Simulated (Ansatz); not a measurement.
# O on Hf(0001): change of the work function, part 3 of 4

Aim: the work function of Hf(0001) at several coverages of O (fcc site), and the dipole that each adsorbate carries.

Ansatz 0.2.0; plane-wave DFT, PBE, Ansatz PAW.

So far, work function, upper face (eV): step 2 (the clean slab) 4.33; step 3 (37 atoms, coverage 0.111 ML, cell 3x3) 4.19.

## Step 4: Adsorbate added, k-mesh 6×6×1, coverage 0.25 ML

System of this step: O/Hf(0001). The cell holds 17 atoms: 16 Hf and 1 O. Its edges and angles: a = 6.400 Å, b = 6.400 Å, c = 27.208 Å, α = 90.0°, β = 90.0°, γ = 60.0°. Vacuum lies along c.

Another coverage, to see how the dipoles act on each other as their distance changes.

File input.yaml:

```yaml
crystal:
  lattice:
    - [6.4, 0.0, 0.0]
    - [3.2, 5.5425625842, 0.0]
    - [0.0, 0.0, 27.2080706252]
  atoms:
    - { symbol: Hf, position: [0.3333333333, 0.3333333333, 0.3307842046] }
    - { symbol: Hf, position: [0.0, 0.0, 0.4238154244] }
    - { symbol: Hf, position: [0.3333333333, 0.3333333333, 0.5208310629] }
    - { symbol: Hf, position: [0.0, 0.0, 0.6082833594] }
    - { symbol: Hf, position: [0.3333333333, 0.8333333333, 0.3307842046] }
    - { symbol: Hf, position: [0.0, 0.5, 0.4238154244] }
    - { symbol: Hf, position: [0.3333333333, 0.8333333333, 0.5208310629] }
    - { symbol: Hf, position: [0.0, 0.5, 0.6082833594] }
    - { symbol: Hf, position: [0.8333333333, 0.3333333333, 0.3307842046] }
    - { symbol: Hf, position: [0.5, 0.0, 0.4238154244] }
    - { symbol: Hf, position: [0.8333333333, 0.3333333333, 0.5208310629] }
    - { symbol: Hf, position: [0.5, 0.0, 0.6082833594] }
    - { symbol: Hf, position: [0.8333333333, 0.8333333333, 0.3307842046] }
    - { symbol: Hf, position: [0.5, 0.5, 0.4238154244] }
    - { symbol: Hf, position: [0.8333333333, 0.8333333333, 0.5208310629] }
    - { symbol: Hf, position: [0.5, 0.5, 0.6082833594] }
    - { symbol: O, position: [0.1666666667, 0.1666666667, 0.6692157954] }
kpoints:
  mp_grid: { grid: [6, 6, 1] }
hamiltonian:
  xc: pbe
scf:
  occupations: { method: fermi_dirac, width: 0.1 }
  convergence: { dr2_threshold: 1.0e-08 }
efield:
  axis: 3
  dipole_correction: true
  ramp_position: 0.97
  ramp_width: 0.06
relax:
  f_tol: 0.02
  max_steps: 60
  constraints: [{ sites: [0, 1, 4, 5, 8, 9, 12, 13] }]
output:
  dos: { projected: true, e_range: [-8, 4] }
  write_potential: true
  write_density: true
  volumetric_format: npy
  elf: true
```

Run with:

```console
> ansatz run input.yaml --threads 4 --pin off --max-ram 16384MiB --backend cpu --events-out ev --progress --plain --runs-dir out
```

Numbers of over 12 decimals in the logs are rounded to 6 here.

Log:

```text
[...]
Crystal: 17 atoms, lattice volume = 965.136 Å³
Basis set: ecut = 420 eV, 18967 PW (Γ), exchange–correlation on 90×90×384 points (8 copies of the dense FFT grid, shifted against one another)
Bands: 254, of which v1, the nominal top of the filled ones, is band 211 counted from 1 (210 counted from 0)
Symmetry: 6 space group operations
[...]
k-points: 7 of 36 (time reversal used)
[...]
SCF iter   1: F=—  HF=-252103.230795 eV  |F-HF|=—  |Δ(HF+E_count)|=         —  Δρ=6.72e-3  dr2=9.64e0  ethr=1.77e-3  p=-0.157 e·Å  D=-2.95e-2 V/Å  ΔV_dip=0.80 eV  dr2_dipole=1.02e0  V_vac-E_F(+/−)=5.27/4.47 eV  ⟨swp⟩=6.0  Hψ=6296  notcnv=0  defer=22
[...]
SCF iter  11: F=-252103.010644 eV  HF=-252103.010644 eV  |F-HF|=9.28e-9  |Δ(HF+E_count)|=   1.32e-8  Δρ=4.36e-7  dr2=3.88e-9  ethr=2.37e-12  p=-0.129 e·Å  D=-2.43e-2 V/Å  ΔV_dip=0.66 eV  dr2_dipole=9.19e-11  V_vac-E_F(+/−)=5.03/4.37 eV  ⟨swp⟩=17.3  Hψ=17305  notcnv=0
SCF 1 converged in 11 iterations: F = -252103.010644 eV  dr2 = 3.88e-9
[...]
relax step   1: F+E_penalty+E_count = -252103.01064393 eV  Δ(F+E_penalty+E_count) = +0.000e0 eV  max|allowed force component| = 4.689e0 eV/Å  Δτ_max = 0.0000 Å  (11 SCF iters, accepted)
[...]
SCF iter  11: F=-252104.260699 eV  HF=-252104.260699 eV  |F-HF|=8.44e-10  |Δ(HF+E_count)|=   1.48e-8  Δρ=4.74e-7  dr2=5.28e-9  ethr=2.37e-12  p=-0.032 e·Å  D=-5.97e-3 V/Å  ΔV_dip=0.16 eV  dr2_dipole=1.13e-9  V_vac-E_F(+/−)=4.53/4.37 eV  ⟨swp⟩=17.1  Hψ=15914  notcnv=0
SCF 2 converged in 11 iterations: F = -252104.260699 eV  dr2 = 5.28e-9
[...]
relax step   2: F+E_penalty+E_count = -252104.26069883 eV  Δ(F+E_penalty+E_count) = -1.250e0 eV  max|allowed force component| = 3.667e0 eV/Å  Δτ_max = 0.1949 Å  (11 SCF iters, accepted)
SCF iter   1: F=—  HF=-252105.029644 eV  |F-HF|=—  |Δ(HF+E_count)|=         —  Δρ=4.44e-3  dr2=2.95e-1  ethr=1.33e-3  p=-0.032 e·Å  D=-5.97e-3 V/Å  ΔV_dip=0.16 eV  dr2_dipole=2.04e-2  V_vac-E_F(+/−)=4.53/4.36 eV  ⟨swp⟩=4.1  Hψ=4116  notcnv=0  defer=45
[...]
SCF iter  11: F=-252104.946326 eV  HF=-252104.946326 eV  |F-HF|=1.02e-9  |Δ(HF+E_count)|=   1.20e-8  Δρ=3.58e-7  dr2=1.99e-9  ethr=2.37e-12  p=0.033 e·Å  D=6.28e-3 V/Å  ΔV_dip=-0.17 eV  dr2_dipole=4.87e-10  V_vac-E_F(+/−)=4.20/4.37 eV  ⟨swp⟩=17.9  Hψ=15638  notcnv=0
SCF 3 converged in 11 iterations: F = -252104.946326 eV  dr2 = 1.99e-9
[...]
relax step   3: F+E_penalty+E_count = -252104.94632612 eV  Δ(F+E_penalty+E_count) = -6.856e-1 eV  max|allowed force component| = 1.663e0 eV/Å  Δτ_max = 0.1949 Å  (11 SCF iters, accepted)
[...]
relax step   4: F+E_penalty+E_count = -252105.07355956 eV  Δ(F+E_penalty+E_count) = -1.272e-1 eV  max|allowed force component| = 7.432e-1 eV/Å  Δτ_max = 0.1947 Å  (10 SCF iters, accepted)
[...]
relax step   5: F+E_penalty+E_count = -252105.10546280 eV  Δ(F+E_penalty+E_count) = -3.190e-2 eV  max|allowed force component| = 9.976e-2 eV/Å  Δτ_max = 0.0895 Å  (10 SCF iters, accepted)
[...]
relax step   6: F+E_penalty+E_count = -252105.11689213 eV  Δ(F+E_penalty+E_count) = -1.143e-2 eV  max|allowed force component| = 3.067e-2 eV/Å  Δτ_max = 0.0588 Å  (10 SCF iters, accepted)
SCF iter   1: F=—  HF=-252105.117151 eV  |F-HF|=—  |Δ(HF+E_count)|=         —  Δρ=1.24e-4  dr2=1.25e-3  ethr=4.49e-6  p=0.057 e·Å  D=1.07e-2 V/Å  ΔV_dip=-0.29 eV  dr2_dipole=2.37e-4  V_vac-E_F(+/−)=4.08/4.37 eV  ⟨swp⟩=2.0  Hψ=2341  notcnv=0
[...]
SCF iter   7: F=-252105.117006 eV  HF=-252105.117006 eV  |F-HF|=5.24e-9  |Δ(HF+E_count)|=   3.62e-8  Δρ=4.35e-7  dr2=4.11e-9  ethr=2.37e-12  p=0.057 e·Å  D=1.07e-2 V/Å  ΔV_dip=-0.29 eV  dr2_dipole=2.81e-10  V_vac-E_F(+/−)=4.08/4.37 eV  ⟨swp⟩=25.9  Hψ=18469  notcnv=0
SCF 7 converged in 7 iterations: F = -252105.117006 eV  dr2 = 4.11e-9
relax step   7: F+E_penalty+E_count = -252105.11700638 eV  Δ(F+E_penalty+E_count) = -1.143e-4 eV  max|allowed force component| = 2.739e-3 eV/Å  Δτ_max = 0.0030 Å  (7 SCF iters, accepted)
[...]
SCF converged after 7 iterations
Free energy (F): -252105.117006 eV
[...]
Internal energy: -252104.378440 eV  (E = F + TS)
E sigma→0 (E₀):  -252104.747723 eV
Entropy (-TS):   -0.738566 eV (-43.445 meV/atom)
Fermi energy:    4.912273 eV
Dipole field:    D = 0.010754 V/Å  (p = 0.057358 e·Å, saw-weighted, corrected)
Work function:   Φ+ = 4.0772 eV   Φ− = 4.3698 eV
[...]
--- Forces (eV/Å), atoms counted from 1 ---
  atom   1  Hf     0.02510327     0.01449338     0.64066663
  atom   2  Hf    -0.05035997    -0.02907534    -0.59067451
  atom   3  Hf     0.00141799     0.00081868    -0.00136513
  atom   4  Hf    -0.00086219    -0.00049779     0.00123065
  atom   5  Hf     0.00000000    -0.02898676     0.64066663
  atom   6  Hf    -0.00000000     0.05815069    -0.59067451
  atom   7  Hf    -0.00000000    -0.00163735    -0.00136513
  atom   8  Hf     0.00000000     0.00099558     0.00123065
  atom   9  Hf    -0.02510327     0.01449338     0.64066663
  atom  10  Hf     0.05035997    -0.02907534    -0.59067451
  atom  11  Hf    -0.00141799     0.00081868    -0.00136513
  atom  12  Hf     0.00086219    -0.00049779     0.00123065
  atom  13  Hf     0.00000000     0.00000000     0.62031619
  atom  14  Hf    -0.00000000    -0.00000000    -0.77201256
  atom  15  Hf     0.00000000     0.00000000     0.00273907
  atom  16  Hf    -0.00000000    -0.00000000    -0.00185654
  atom  17  O      0.00000000     0.00000000     0.00126380
  max |Σ_I F_I| component: 2.29e-5 eV/Å
--- Band table (eV; the first three rows and the last of 7) ---
  k-point 0: bands = [... 207 lower, 5.0848, 5.0848, 5.1840, 5.3799, 5.4794, 5.4794, 5.6527, 6.0202, ... 39 higher]
  k-point 1: bands = [... 207 lower, 5.0424, 5.0835, 5.1134, 5.2292, 5.3318, 5.3466, 5.5544, 5.7413, ... 39 higher]
  k-point 2: bands = [... 207 lower, 4.7669, 4.8391, 4.8567, 4.9110, 4.9684, 5.0796, 5.1890, 5.2466, ... 39 higher]
  k-point 6: bands = [... 207 lower, 4.2298, 4.4847, 4.5119, 4.5597, 4.5743, 4.5844, 4.8240, 4.8853, ... 39 higher]
--- Relaxed structure (7 steps of the walk, 7 accepted, 0 SCFs on fresh bases) ---
  F+E_penalty+E_count = -252105.11700638 eV   max|allowed force component| = 2.739e-3 eV/Å
  atoms:
    - { symbol: Hf, position: [0.333333, 0.333333, 0.3307842046] }
[...]
- { symbol: Hf, position: [0.330399, 0.330399, 0.520181] }
    - { symbol: Hf, position: [0.00136677, 0.00136677, 0.611865] }
    - { symbol: Hf, position: [0.333333, 0.833333, 0.3307842046] }
    - { symbol: Hf, position: [8.326672684688674e-17, 0.500000, 0.4238154244] }
    - { symbol: Hf, position: [0.330399, 0.839203, 0.520181] }
    - { symbol: Hf, position: [0.00136677, 0.497266, 0.611865] }
    - { symbol: Hf, position: [0.833333, 0.333333, 0.3307842046] }
    - { symbol: Hf, position: [0.5, 2.6667121670171398e-17, 0.4238154244] }
    - { symbol: Hf, position: [0.839203, 0.330399, 0.520181] }
    - { symbol: Hf, position: [0.497266, 0.00136677, 0.611865] }
    - { symbol: Hf, position: [0.833333, 0.833333, 0.3307842046] }
    - { symbol: Hf, position: [0.5, 0.500000, 0.4238154244] }
    - { symbol: Hf, position: [0.833333, 0.833333, 0.520588] }
    - { symbol: Hf, position: [0.5, 0.500000, 0.604969] }
    - { symbol: O, position: [0.166667, 0.166667, 0.647122] }
```

Elapsed: 7 min, on 4 threads of Arm Neoverse V2, shared host; peak memory 5.4 GiB; 28 min of CPU time.

The steps of the relaxation:

```csv
step,energy less that of the first step (eV),largest force component (eV/Å)
1,0.0000,4.6893
2,-1.2501,3.6667
3,-1.9357,1.6632
4,-2.0629,0.7432
5,-2.0948,0.0998
6,-2.1062,0.0307
7,-2.1064,0.0027
```

The run keeps the 6 symmetry operations that it works with, so distortions that break them were not tested.

The atoms that moved most (Å):

```csv
atom,dx,dy,dz,length
O17,0.000,0.000,-0.601,0.601
Hf4,0.013,0.008,0.097,0.099
Hf12,-0.013,0.008,0.097,0.099
Hf8,0.000,-0.015,0.097,0.099
Hf16,0.000,0.000,-0.090,0.090
Hf7,0.000,0.033,-0.018,0.037
Hf3,-0.028,-0.016,-0.018,0.037
Hf11,0.028,-0.016,-0.018,0.037
```

The relaxed structure:

```xyz
17
Lattice="6.4000 0.0000 0.0000 3.2000 5.5426 0.0000 0.0000 0.0000 27.2081" Properties=species:S:1:pos:R:3
Hf    3.2000    1.8475    9.0000
Hf    0.0000    0.0000   11.5312
Hf    3.1718    1.8313   14.1531
Hf    0.0131    0.0076   16.6477
Hf    4.8000    4.6188    9.0000
Hf    1.6000    2.7713   11.5312
Hf    4.8000    4.6513   14.1531
Hf    1.6000    2.7561   16.6477
Hf    6.4000    1.8475    9.0000
Hf    3.2000    0.0000   11.5312
Hf    6.4282    1.8313   14.1531
Hf    3.1869    0.0076   16.6477
Hf    8.0000    4.6188    9.0000
Hf    4.8000    2.7713   11.5312
Hf    8.0000    4.6188   14.1642
Hf    4.8000    2.7713   16.4601
O     1.6000    0.9238   17.6069
```

This step gave:

| Item | Value |
| --- | --- |
| energy at zero smearing | -252104.7477 eV |
| work function, upper face | 4.077 eV |
| work function, lower face | 4.370 eV |
| dipole along the normal | 0.05736 e·Å |
| step between the vacuum levels | -0.2926 eV |

The density of states has structure finer than the step of the table below, so its rows give means over 0.25 eV, whole bins alone (the curve runs from -8 to 1.98 eV). Peaks (eV: height): -1.290: 30.9, -1.020: 34.6, -0.900: 33.2, -0.810: 72.9, 1.080: 34.1, 1.440: 30.6, 1.680: 32.0.

Density of states against energy, zero at the Fermi level; means over each step:

```csv
energy (eV),density of states (states/eV a cell)
-7.00,0
-6.75,0.715
-6.50,1.23
-6.25,2.59
-6.00,4.92
-5.75,9.46
-5.50,6.06
-5.25,5.68
-5.00,3.21
-4.75,3.04
-4.50,3.58
-4.25,4.66
-4.00,2.29
-3.75,9.27
-3.50,6.29
-3.25,7.50
-3.00,13.1
-2.75,7.62
-2.50,15.5
-2.25,12.5
-2.00,15.6
-1.75,8.98
-1.50,14.9
-1.25,16.6
-1.00,23.8
-0.75,23.4
-0.50,14.2
-0.25,19.3
0.00,23.5
0.25,21.5
0.50,22.7
0.75,23.8
1.00,24.8
1.25,20.4
1.50,17.6
1.75,21.2
```

Projected DOS per atom over height of the atomic layer and energy from the Fermi level. Layers: Hf4 Hf4 Hf4 Hf4 O from below.

Ten even steps from '0' (0.00 states/eV) to '9' (3.99 states/eV), each cell a mean:
```
23330
23330
43220
42230
42230
32220
34430
22210
11210
12210
11100
11100
11100
00000
00000
00003
00009
00018
00000
00000
00000
00000
```
Columns: height of the atomic layer (Å) from 9 to 17.6 (not evenly spaced); rows upwards: energy from the Fermi level (eV) from -7.96 to 1.95.

Electrostatic potential energy in the ca plane at fractional y = 0.000, with atoms of Hf within 0.2 Å of it. With pseudopotentials it is smooth inside the atoms' cores, unlike the true potential.

Values in eV, 9 rows by 16 columns, each cell a mean:
```
  5  -2 -31 -14   5   5   0 -29 -17   6   9   9   9   9   9   9
 -5   4  -3   2   1  -5   4  -2   2   8   9   9   9   9   9   9
 -7   4   1   4   0  -8   4   1   4   8   9   9   9   9   9   9
  3   0 -27 -10   5   3   1 -25 -13   6   9   9   9   9   9   9
  6  -5 -33 -19   6   7  -2 -32 -23   5   9   9   9   9   9   9
  1   2 -18  -5   3   0   2 -18  -8   7   9   9   9   9   9   9
 -8   5   3   5  -2 -11   4   3   4   8   9   9   9   9   9   9
 -2   3 -11  -2   2  -3   3 -11  -4   8   9   9   9   9   9   9
  6  -4 -33 -18   6   6  -1 -32 -21   5   9   9   9   9   9   9
```
Columns run along c (16.0 Å, from fractional 0.34 to 0.92 of the cell; values clipped at the 3rd and 97th percentile), rows up along a (6.4 Å). Atoms in or near the plane, at fractional coordinates: Hf at (0.42, 0.00), Hf at (0.61, 0.00), Hf at (0.42, 0.50), Hf at (0.61, 0.50).

ELF in the ca plane at fractional y = 0.000, with atoms of Hf within 0.2 Å of it. It is the smooth field of the valence electrons, not physical close to the nuclei.

Ten even steps from '0' (0.00) to '9' (0.84), each cell a mean:
```
67742799962477778427999610000000000000000000
23442378632443334413786311110000000000000000
22233223223321222331222223321000000000000000
32135432245312421254333455421000000000000000
32135432245312321254323455421000000000000000
22233223223321222331222223221000000000000000
33442378632443334413786311110000000000000000
67742799962477788527999610000000000000000000
78743899962478888528999720000000000000000000
45642599842454456526998410000000000000000000
22332245422322223422453122100000000000000000
32134322234312321342112465310000000000000000
42135532345213431244223676410000000000000000
32134322234312321342112465310000000000000000
22332245422322223422553122100000000000000000
45642599842454456526998410000000000000000000
78743899962478888528999720000000000000000000
```
Columns run along c (16.0 Å, from fractional 0.34 to 0.92 of the cell), rows up along a (6.4 Å). Atoms in or near the plane, at fractional coordinates: Hf at (0.42, 0.00), Hf at (0.61, 0.00), Hf at (0.42, 0.50), Hf at (0.61, 0.50).

Valence density in the ca plane at fractional y = 0.000, with atoms of Hf within 0.2 Å of it. It is the smooth field of the valence electrons, not physical close to the nuclei.

Ten steps, logarithmic in the rise over the least value, from '0' (0 e/Å³) to '9' (31 e/Å³), each cell a mean:
```
11112589741111111125897410000000000000000000
11111356521011111113565200000000000000000000
21111122110011111111221100000000000000000000
22110111100012221101110000000000000000000000
22110111100012221101111000000000000000000000
11111122210011111111222100000000000000000000
11111356521011111113565200000000000000000000
11112589741111111125897410000000000000000000
11112699851111111126998510000000000000000000
11111478631111111114786310000000000000000000
11111234311011111112343110000000000000000000
22110111110012221111111110000000000000000000
32110011000112321100111111000000000000000000
21110111110012221111111110000000000000000000
11111244311011111112443210000000000000000000
11111478631111111114786310000000000000000000
11112699851111111126998510000000000000000000
```
Columns run along c (16.0 Å, from fractional 0.34 to 0.92 of the cell), rows up along a (6.4 Å). Atoms in or near the plane, at fractional coordinates: Hf at (0.42, 0.00), Hf at (0.61, 0.00), Hf at (0.42, 0.50), Hf at (0.61, 0.50).

The relaxation took 7 steps and lowered the energy by 2.1 eV; the largest force on the free atoms ends at 0.0027 eV/Å.

By hand: a sheet of dipoles makes a step −p/(ε₀A) in the electron's potential. With e/ε₀ = 180.95 V·Å, p = 0.05736 e·Å and A = 35.47 Å², that is −180.95 × (0.05736) / 35.47 = -0.293 eV, and the two vacuum levels of the run differ by -0.293 eV.

The covered face has 4.08 eV, -0.26 eV against the clean one; the bare back face has moved by -0.01 eV, a measure of how thin the slab is.

## Step 5: Adsorbate added, k-mesh 6×6×1, coverage 0.5 ML

System of this step: O/Hf(0001). The cell holds 18 atoms: 16 Hf and 2 O. Cell: a = 6.400 Å, b = 6.400 Å, c = 27.208 Å, α = 90.0°, β = 90.0°, γ = 60.0°. Vacuum lies along c.

Another coverage, to see how the dipoles act on each other as their distance changes.

input.yaml: that of step 4 with these lines changed.

```diff
@@ -23,2 +23,3 @@
     - { symbol: O, position: [0.1666666667, 0.1666666667, 0.6692157954] }
+    - { symbol: O, position: [0.6666666667, 0.1666666667, 0.6692157954] }
 kpoints:
```

Log:

```text
[...]
Crystal: 18 atoms, lattice volume = 965.136 Å³
Basis set: ecut = 420 eV, 18967 PW (Γ), exchange–correlation on 90×90×384 points (8 copies of the dense FFT grid, shifted against one another)
Bands: 257, of which v1, the nominal top of the filled ones, is band 214 counted from 1 (213 counted from 0)
Symmetry: 4 space group operations
[...]
- { symbol: Hf, position: [0.833333, 0.833333, 0.3307842046] }
    - { symbol: Hf, position: [0.500000, 0.5, 0.4238154244] }
    - { symbol: Hf, position: [0.830017, 0.839966, 0.520443] }
    - { symbol: Hf, position: [0.500348, 0.499303, 0.607434] }
    - { symbol: O, position: [0.156876, 0.186248, 0.648313] }
    - { symbol: O, position: [0.656876, 0.186248, 0.648313] }
[key lines of the parts left out:]
SCF converged after 9 iterations
Free energy (F): -252675.770214 eV
Fermi energy:    4.975287 eV
Dipole field:    D = 0.009954 V/Å  (p = 0.053092 e·Å, saw-weighted, corrected)
Work function:   Φ+ = 4.1043 eV   Φ− = 4.3752 eV
```

It took 12 min on 4 threads; peak memory 6.3 GiB; 48 min of CPU time.

Step by step:

```csv
step,energy less that of the first step (eV),largest force component (eV/Å)
1,0.0000,5.1449
2,-3.0618,3.5806
3,-4.3607,1.2707
4,-4.5636,0.1734
5,-4.5657,0.1770
6,-4.5729,0.0074
```

Forces are held to the 4 operations that the run works with; a distortion that breaks them can't arise in this run.

The atoms that moved most (Å):

```csv
atom,dx,dy,dz,length
O18,0.000,0.109,-0.569,0.579
O17,0.000,0.109,-0.569,0.579
Hf4,0.000,0.045,0.217,0.222
Hf12,0.000,0.045,0.217,0.222
Hf11,0.000,-0.033,-0.042,0.053
Hf3,0.000,-0.033,-0.042,0.053
Hf7,0.000,0.037,-0.011,0.038
Hf15,0.000,0.037,-0.011,0.038
```

Final coordinates:

```xyz
18
Lattice="6.4000 0.0000 0.0000 3.2000 5.5426 0.0000 0.0000 0.0000 27.2081" Properties=species:S:1:pos:R:3
Hf    3.2000    1.8475    9.0000
Hf    0.0000    0.0000   11.5312
Hf    3.2000    1.8146   14.1287
Hf    0.0000    0.0451   16.7676
Hf    4.8000    4.6188    9.0000
Hf    1.6000    2.7713   11.5312
Hf    4.8000    4.6556   14.1602
Hf    1.6000    2.7674   16.5271
Hf    6.4000    1.8475    9.0000
Hf    3.2000    0.0000   11.5312
Hf    6.4000    1.8146   14.1287
Hf    3.2000    0.0451   16.7676
Hf    8.0000    4.6188    9.0000
Hf    4.8000    2.7713   11.5312
Hf    8.0000    4.6556   14.1602
Hf    4.8000    2.7674   16.5271
O     1.6000    1.0323   17.6394
O     4.8000    1.0323   17.6394
```

(Continued in part 4 of 4.)

[Logs are printed without paths, hosts, clocks, repeated set-up lines and the standing remarks that a program may print on its own settings, such as how far it seeks lower states.]

[Hosts, paths, dates, database ids (printed as entryN), source tags and the programs' standing remarks are cut or masked in the printed files.]

[Maps of the electrostatic potential energy from Ansatz leave out the sawtooth potential of an applied field or a dipole correction, so their vacuum need not be flat; planar profiles and work functions include it.]

[The density of states shown here was stored with 400 of the rows of the run's finer table, so its peaks can read low, often by over a quarter, or be missed, and its means over a window can be off by a tenth or more.]
